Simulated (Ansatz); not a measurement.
# LiF (Griceite, Fm-3m): from the cell to its phonons, part 2 of 2

Aim: the phonons of LiF (Griceite, Fm-3m) at a cell relaxed beforehand at this level. After the zone centre comes a 4×4×4 q mesh on a 12×12×12 k mesh.

Ansatz 0.2.0; DFT LDA, scalar-relativistic, plane waves, norm-conserving pseudopotentials.

So far. Step 2 (Modes at Γ): Before it was imposed, the acoustic sum rule was missed by 0.0013 eV/Å² and the charge sum rule by 3.5e-5 e. Small misses are needed for a sound result but don't prove that mesh and cutoff are converged. The lowest optical mode is real, 343 cm⁻¹.

## (3) Phonons on a q mesh

Stability and thermal properties need the whole zone. Linear response on a 4×4×4 q mesh gives force constants as far as a supercell of that size would, and the tensors from the zone-centre run are typed in so that the long-range dipole term is interpolated apart.

input.yaml

```yaml
crystal:
  lattice:
    - [0.0, 1.95256947, 1.95256947]
    - [1.95256947, 0.0, 1.95256947]
    - [1.95256947, 1.95256947, 0.0]
  atoms:
    - { symbol: Li, position: [0.0, 0.0, 0.0] }
    - { symbol: F, position: [0.5, 0.5, 0.5] }
kpoints:
  mp_grid: { grid: [12, 12, 12] }
hamiltonian:
  xc: lda
  pseudopotentials: { kind: nc }
scf:
  occupations: { method: fixed }
output:
  eigenvalues: true
phonons:
  method: dfpt
  qmesh: [4, 4, 4]
  temperatures: { t_max: 1000, t_step: 50 }
  qpath:
    path:
      - [[0.0, 0.0, 0.0], [0.5, 0.0, 0.5], [0.625, 0.25, 0.625]]
      - [[0.375, 0.375, 0.75], [0.0, 0.0, 0.0], [0.5, 0.5, 0.5], [0.5, 0.25, 0.75], [0.5, 0.0, 0.5]]
    npoints: 10
  non_analytic_term:
    high_frequency_dielectric_tensor: [[2.1139, 0.0, 0.0], [0.0, 2.1139, 0.0], [0.0, 0.0, 2.1139]]
    born_effective_charges:
      - { species: Li, tensor: [[1.0418, 0.0, 0.0], [0.0, 1.0418, 0.0], [0.0, 0.0, 1.0418]] }
      - { species: F, tensor: [[-1.0418, 0.0, 0.0], [0.0, -1.0418, 0.0], [0.0, 0.0, -1.0418]] }
    source: "zone-centre run at this cell"
```

Launch:

```sh
$ ansatz run input.yaml --threads 4 --pin off --max-ram 10240MiB --backend cpu --events-out ev --progress --plain --runs-dir out
```

What it wrote:

```text
[...]
Crystal: 2 atoms, lattice volume = 14.888 Å³
Basis set: ecut = 1142.878222 eV, 1291 PW (Γ), exchange–correlation on 64×64×64 points (8 copies of the dense FFT grid, shifted against one another)
Bands: 9, of which v1, the nominal top of the filled ones, is band 5 counted from 1 (4 counted from 0)
Symmetry: 48 space group operations
k-points: 72 of 1728
[...]
SCF iter   1: F=—  HF=-866.383033 eV  |F-HF|=—  |Δ(HF+E_count)|=         —  Δρ=7.57e-2  dr2=3.56e-1  ethr=3.10e-3  ⟨swp⟩=4.6  Hψ=4015  notcnv=0  defer=131
[...]
SCF iter   8: F=-866.181827 eV  HF=-866.181827 eV  |F-HF|=2.27e-13  |Δ(HF+E_count)|=  1.48e-12  Δρ=1.94e-7  dr2=7.18e-13  ethr=1.00e-12  ⟨swp⟩=7.1  Hψ=3436  notcnv=0
SCF 1 converged in 8 iterations: F = -866.181827 eV  dr2 = 7.18e-13
NSCF: frozen V_eff on 72 k-points
[...]
DFPT response loops at q = (0, 0, 0) (fractional): preconditioner auto → none (the input reference at scf.mixing.eps_inf says where Resta's filter doesn't serve); β = 0.50; Broyden in place of MSR1
[...]
SCF converged after 8 iterations
Free energy (F): -866.181827 eV
[...]
Internal energy: -866.181827 eV  (E = F + TS)
E sigma→0 (E₀):  -866.181827 eV
Fermi energy:    1.284822 eV
[...]
--- Band table (eV; the first three rows and the last of 72) ---
[...]
--- Phonons (Γ-DFPT): 2 representative perturbations + reference (Σ response iterations 6) ---
  ASR residual: 2.503e-4 → 0.000e0 eV/Å²; symmetrization residual: 4.498e-7 eV/Å²
  ASR residual per site (eV/Å²): 2.33e-5 2.50e-4
  Γ frequencies (cm⁻¹): 0.00 0.00 0.00 342.67 342.67 342.67
--- Phonons (arbitrary-q DFPT): 8 irreducible q on the 4×4×4 mesh ---
  q = [0.0000, 0.0000, 0.0000] (star 1, of the zone-centre solve; hermiticity 4.10e-7, symmetrization 1.34e-14): -0.00 -0.00 0.00 342.67 342.67 342.67
  q = [0.0000, 0.0000, 0.2500] (star 8, 2 solved perturbations on 936 of 1728 k-point pairs; hermiticity 3.45e-7, symmetrization 2.62e-13, the responses' own estimated error 2.6e-5 eV/Å²): 154.93 154.93 269.43 336.27 336.27 654.60
[...]
q = [0.0000, 0.2500, 0.2500] (star 6, 4 solved perturbations in 1608 linear systems a pass and spin channel, the states on 510 of 1728 k-point pairs; hermiticity 2.24e-7, symmetrization 1.21e-13, the responses' own estimated error 2.3e-5 eV/Å²): 183.35 183.35 280.31 361.29 361.29 580.79
[...]
sum rule: each row above includes the acoustic sum rule's correction from the zone centre's row sums; it moved no ω² by more than (1.89 cm⁻¹)²
  mesh force constants: q→R imaginary residual 1.49e-18; ASR residual 2.503e-4 → 0.000e0 eV/Å²; symmetrization residual 4.441e-15 eV/Å²
  interpolated dispersion: 63 rows × 6 modes
  density of states and harmonic sums: on the 28×28×28 q-mesh, interpolated from the force constants of a 4×4×4 supercell (with the dipole–dipole term of supplied tensors)
  largest difference from the sums on the solved wave vectors: F 8.28e-3 eV, S 1.24e-5 and C_V 3.95e-6 eV/K
  zero-point energy: 0.129829 eV/cell   skipped modes (ω ≤ 0): 3   left out of the sums: 2.28e-5 of the cell's modes: C_V's classical limit lies that fraction below 3 k_B per atom; for a crystal, a wire or a layer, F and S can be off by more, and a phonons.interpolated_qmesh denser along its periods is the remedy for the sampling
```

Wall time 58 s (4 threads of Intel Xeon Platinum 8488C (Sapphire Rapids), shared host); peak memory 2.2 GiB; 3.6 min of CPU time.

Numbers from this step:

```
sum-rule residual before enforcement                    : 2.50e-4 eV/Å²
lowest frequency on the path                            : 0 cm⁻¹
highest frequency on the path or at a solved wavevector : 671.8 cm⁻¹
mean frequency                                          : 349 cm⁻¹
Debye temperature (second moment)                       : 683 K
logarithmic mean frequency                              : 329.7 cm⁻¹
lowest mode on the q mesh (acoustic modes at Γ apart)   : 154.9 cm⁻¹
zero-point energy per atom                              : 64.91 meV
heat capacity at 300 K                                  : 19.66 J/(mol atoms K)
vibrational entropy at 300 K                            : 16.43 J/(mol atoms K)
```

Frequencies (cm⁻¹) solved at each irreducible wavevector; negative means imaginary. Frequencies by wavevector, by row:

```tsv
q in reciprocal lattice units	star	mode 1	mode 2	mode 3	mode 4	mode 5	mode 6
0 0 0	1	0	0	0	342.7	342.7	342.7
0 0 0.25	8	154.9	154.9	269.4	336.3	336.3	654.6
0 0 -0.5	4	232.2	232.2	319.8	319.8	398.7	627.4
0 0.25 0.25	6	183.3	183.3	280.3	361.3	361.3	580.8
0 0.25 -0.5	24	241.6	289.3	352.3	361.2	382.7	531.2
0 0.25 -0.25	12	227.8	278.1	322.7	339	392.3	568.8
0 -0.5 -0.5	3	253.1	253.1	376.7	379.7	379.7	484.8
0.25 -0.5 -0.25	6	290.4	334	334	399.2	428.3	428.3
```

Interpolated from a 4×4×4 q mesh, with the LO-TO term (at Γ the limit along the path; where Γ stands inside the path, tables give the limit on arrival). Phonon branches along the path, in cm⁻¹:

```tsv
point	branch 1	branch 2	branch 3	branch 4	branch 5	branch 6
Γ	0	0	0	343	343	672
halfway	183	183	280	361	361	581
X	253	253	377	380	380	485
halfway	254	279	372	374	398	477
U	254	326	356	359	446	453
jump to K	254	326	356	359	446	453
halfway	185	216	292	320	375	617
Γ	0	0	0	343	343	672
halfway	155	155	269	336	336	655
L	232	232	320	320	399	627
halfway	252	288	342	376	378	546
W	290	334	334	399	428	428
halfway	272	282	366	390	393	469
X	253	253	377	380	380	485
```

The phonon branches as a text plot (rows in cm⁻¹):

```
    658 |***                      ************
    630 |   *                   **            *****
    602 |    **                *                   **
    574 |      *                                     *
    546 |       *            **                       *
    518 |        *          *                          *
    490 |         ******   *                            *      **
    462 |               ***                                 ***
    434 |                ***                             ***
    406 |              **   ***                 ****   ** ****
    378 |       *********      ***             *    ******    ***
    350 |******* *       ******   *********** *     ****** ***
    322 |       *        ** *********        *********  ****
    294 |      *        *    ** *                     ** *****
    266 |            *******   *            *       ** **    ****
    238 |    **  ****       ***  *              *******
    210 |       *              ** **       *  **
    182 |   *  *                **        *  *
    154 |    **                  *          *
    126 |  **                     ***    * *
     98 |                           *     *
     70 | **                        **  **
     42 | *                          *  *
     14 |*                            **
         Γ           X  U|K            Γ         L        W     X
```

Tetrahedra on a 28×28×28 mesh, mean over bins of 10 cm-1. Interpolated from a 4×4×4 q mesh. Phonon density of states against wavenumber; read off at these points:

```tsv
wavenumber (cm⁻¹)	phonon density of states (1/cm⁻¹/cell)
5	0
25	5.0e-5
55	3.3e-4
75	6.4e-4
95	0.00107
125	0.00204
145	0.00296
165	0.00419
185	0.00594
215	0.0106
235	0.0202
255	0.0258
285	0.0115
305	0.0102
325	0.0321
355	0.0458
365	0.0467
375	0.0316
395	0.0131
425	0.00428
445	9.7e-4
465	0.00367
485	0.00597
495	0.00503
515	0.00476
535	0.0048
555	0.00491
585	0.00514
605	0.00532
625	0.00537
655	0.00258
675	6.0e-5
```

The partial phonon density of states has structure finer than the step of the table below, so its rows give means over 20 cm⁻¹, whole bins alone (the curve runs from -10 to 701 cm⁻¹). Peaks (cm⁻¹: height): F 249.4: 0.0227, 356.8: 0.0224; Li 361.2: 0.0242, 482.0: 0.00539.

Phonopy on the run's constants, 21x21x21 mesh, Gaussian sigma 5.1 cm-1. Interpolated from a 4×4×4 q mesh. The partial phonon density of states by wavenumber; means over each step; values in 1/cm⁻¹/cell:

```tsv
wavenumber (cm⁻¹)	F	Li
0	1.1e-5	4.5e-6
20	2.2e-5	8.5e-6
40	1.2e-4	4.6e-5
60	3.5e-4	1.2e-4
80	5.3e-4	1.8e-4
100	9.2e-4	3.1e-4
120	0.00140	4.4e-4
140	0.00220	6.6e-4
160	0.00298	8.2e-4
180	0.00440	0.00110
200	0.00649	0.00136
220	0.0111	0.00166
240	0.0197	0.00186
260	0.0191	0.00166
280	0.0119	9.6e-4
300	0.00941	8.8e-4
320	0.00975	0.0117
340	0.0132	0.0233
360	0.0206	0.0235
380	0.00954	0.0178
400	0.00182	0.00960
420	1.0e-4	0.00518
440	6.2e-6	0.00185
460	2.4e-5	0.00287
480	1.2e-4	0.00516
500	2.0e-4	0.00485
520	2.7e-4	0.00449
540	3.4e-4	0.00438
560	4.1e-4	0.00451
580	4.9e-4	0.00463
600	5.7e-4	0.00468
620	6.6e-4	0.00462
640	6.9e-4	0.00315
660	4.7e-4	0.00157
680	4.5e-5	1.3e-4
```

Second derivatives of the energy by pair, one row for each kind of neighbour of each atom listed. Each entry sums the pair over the periodic images of the supercell that the q mesh stands for, and in a polar crystal it holds the long-range dipole part too. Force constants by pair, by row:

```tsv
atom	neighbour	distance (Å)	third of the trace (eV/Å²)	along the pair's line (eV/Å²)
Li1	itself	0	4.538	–
Li1	F	1.953	-0.6399	-0.563
Li1	Li	2.761	-0.0308	-0.8416
Li1	F	3.382	-0.0047	0.3319
Li1	Li	3.905	-0.1055	-0.3794
Li1	F	4.366	0.0357	0.2175
Li1	Li	4.783	-0.0251	-0.152
Li1	Li	5.523	-0.0149	-0.1615
Li1	F	5.858	0.0272	0.1012
F2	itself	0	6.344	–
F2	Li	1.953	-0.6399	-0.563
F2	F	2.761	-0.214	-1.162
F2	Li	3.382	-0.0047	0.3319
F2	F	3.905	-0.0293	-0.2473
F2	Li	4.366	0.0357	0.2175
F2	F	4.783	-0.0269	-0.1479
F2	F	5.523	-0.0558	-0.2297
F2	Li	5.858	0.0392	0.0799
```

Harmonic thermodynamic functions per atom, from the density of states. Interpolated from a 4×4×4 q mesh. Thermodynamic functions, by row:

```tsv
T (K)	F_vib (meV/atom)	S (J/mol-atom/K)	C_V (J/mol-atom/K)
0	64.91	0	0
50	64.89	0.219	0.772
100	64.39	2.066	5.687
200	58.65	9.292	15.26
300	45.23	16.43	19.66
400	25.01	22.4	21.72
500	-0.87	27.38	22.79
600	-31.48	31.59	23.41
700	-66.15	35.23	23.8
800	-104.4	38.43	24.06
900	-145.7	41.27	24.24
1000	-189.8	43.84	24.37
```

Harmonic mean-square displacement, third of the trace. Interpolated from a 4×4×4 q mesh. Mean square displacements, by row:

```tsv
T (K)	Li1 U_eq (Å²)	F2 U_eq (Å²)
0	0.00652	0.00338
100	0.00687	0.00379
300	0.01042	0.00699
600	0.01815	0.01296
```

Symmetry leaves 8 wavevectors to solve. The lowest mode among them, the acoustic zeros apart, lies at q = (0, 0, 0.25) and is real, 155 cm⁻¹.

## (4) Another isotope

An isotope changes the mass and not the force constants, so no new electronic calculation is needed; the shifts show which modes move this element.

The same force constants with the mass of Li changed from 6.940 to 6.015 u (phonopy, no LO-TO term). Both lists are sorted by frequency; levels can cross, so a row need not hold one and the same mode. Modes under 3 cm⁻¹ are left out. Isotope shifts, by row:

```tsv
q	rank	natural mass (cm⁻¹)	changed mass (cm⁻¹)
0 0 0	4	342.7	361.4
0 0 0	5	342.7	361.4
0 0 0	6	342.7	361.4
0 0 0.25	1	154.9	157.1
0 0 0.25	2	154.9	157.1
0 0 0.25	3	269.4	272.8
0 0 0.25	4	336.3	356.2
0 0 0.25	5	336.3	356.2
0 0 0.25	6	654.6	694.4
0 0 -0.5	1	232.2	232.2
0 0 -0.5	2	232.2	232.2
0 0 -0.5	3	319.8	343.5
0 0 -0.5	4	319.8	343.5
0 0 -0.5	5	398.7	398.7
0 0 -0.5	6	627.4	674
0 0.25 0.25	1	183.3	186
0 0.25 0.25	2	183.3	186
0 0.25 0.25	3	280.3	284.3
0 0.25 0.25	4	361.3	382.6
0 0.25 0.25	5	361.3	382.6
0 0.25 0.25	6	580.8	615.1
```

A mode of this element alone would shift by +7.41 %. The highest zone-centre frequency without the field goes from 342.7 to 361.4 cm⁻¹ (+5.5 %). The product of the frequency ratios over all optical modes at Γ is 1.174; the product rule, (m/m′)^(3k/2) (M′/M)^(3/2) with k = 1 such atoms and M the mass of the cell, gives 1.174.

## (5) Summary of results

```yaml
space_group_within_0p01_a: Fm-3m
volume_per_atom: 7.44 Å³
gap_on_the_k_mesh: 9.75 eV
highest_optical_mode_at_the_zone_centre_no_lo_to_term: 343 cm⁻¹
top_of_the_zone_centre_spectrum_with_the_field: 672 cm⁻¹
lowest_optical_zone_centre_mode: 343 cm⁻¹
mean_high_frequency_dielectric_constant: 2.11
mean_static_dielectric_constant: 8.12
largest_born_charge_third_of_the_trace: 1.04 e
lowest_mode_on_the_q_mesh_acoustic_modes_at_gamma_apart: 155 cm⁻¹
highest_frequency_on_the_path_or_at_a_solved_wavevector: 672 cm⁻¹
zero_point_energy_per_atom: 64.9 meV
heat_capacity_at_300_k: 19.7 J/(mol atoms K)
vibrational_entropy_at_300_k: 16.4 J/(mol atoms K)
debye_temperature_second_moment: 683 K
imaginary_modes_on_the_4x4x4_q_mesh: none
```

In words: The structure is a minimum as far as tested: no mode is imaginary at the 8 irreducible wavevectors of the 4×4×4 mesh, and the softest away from the acoustic zeros lies at 155 cm⁻¹. Without the field, the optical modes at Γ form one degenerate level at 343 cm⁻¹. The highest mode in this list at Γ, 342.7 cm⁻¹, is mostly motion of Li (73 % of the kinetic energy). With the macroscopic field of the longitudinal modes the top of the zone-centre spectrum lies at 672 cm⁻¹, against 343 cm⁻¹ without it. Lattice motion raises the mean dielectric constant from 2.114 to 8.124. The strongest infrared line is at 343 cm⁻¹. No mode is Raman active to first order. These are harmonic frequencies at zero temperature: anharmonic shifts, linewidths and thermal expansion are left out.

[Logs are printed without paths, hosts, clocks, repeated set-up lines and the standing remarks that a program may print on its own settings, such as how far it seeks lower states.]

[Hosts, paths, dates, database ids (printed as entryN), source tags and the programs' standing remarks are cut or masked in the printed files.]
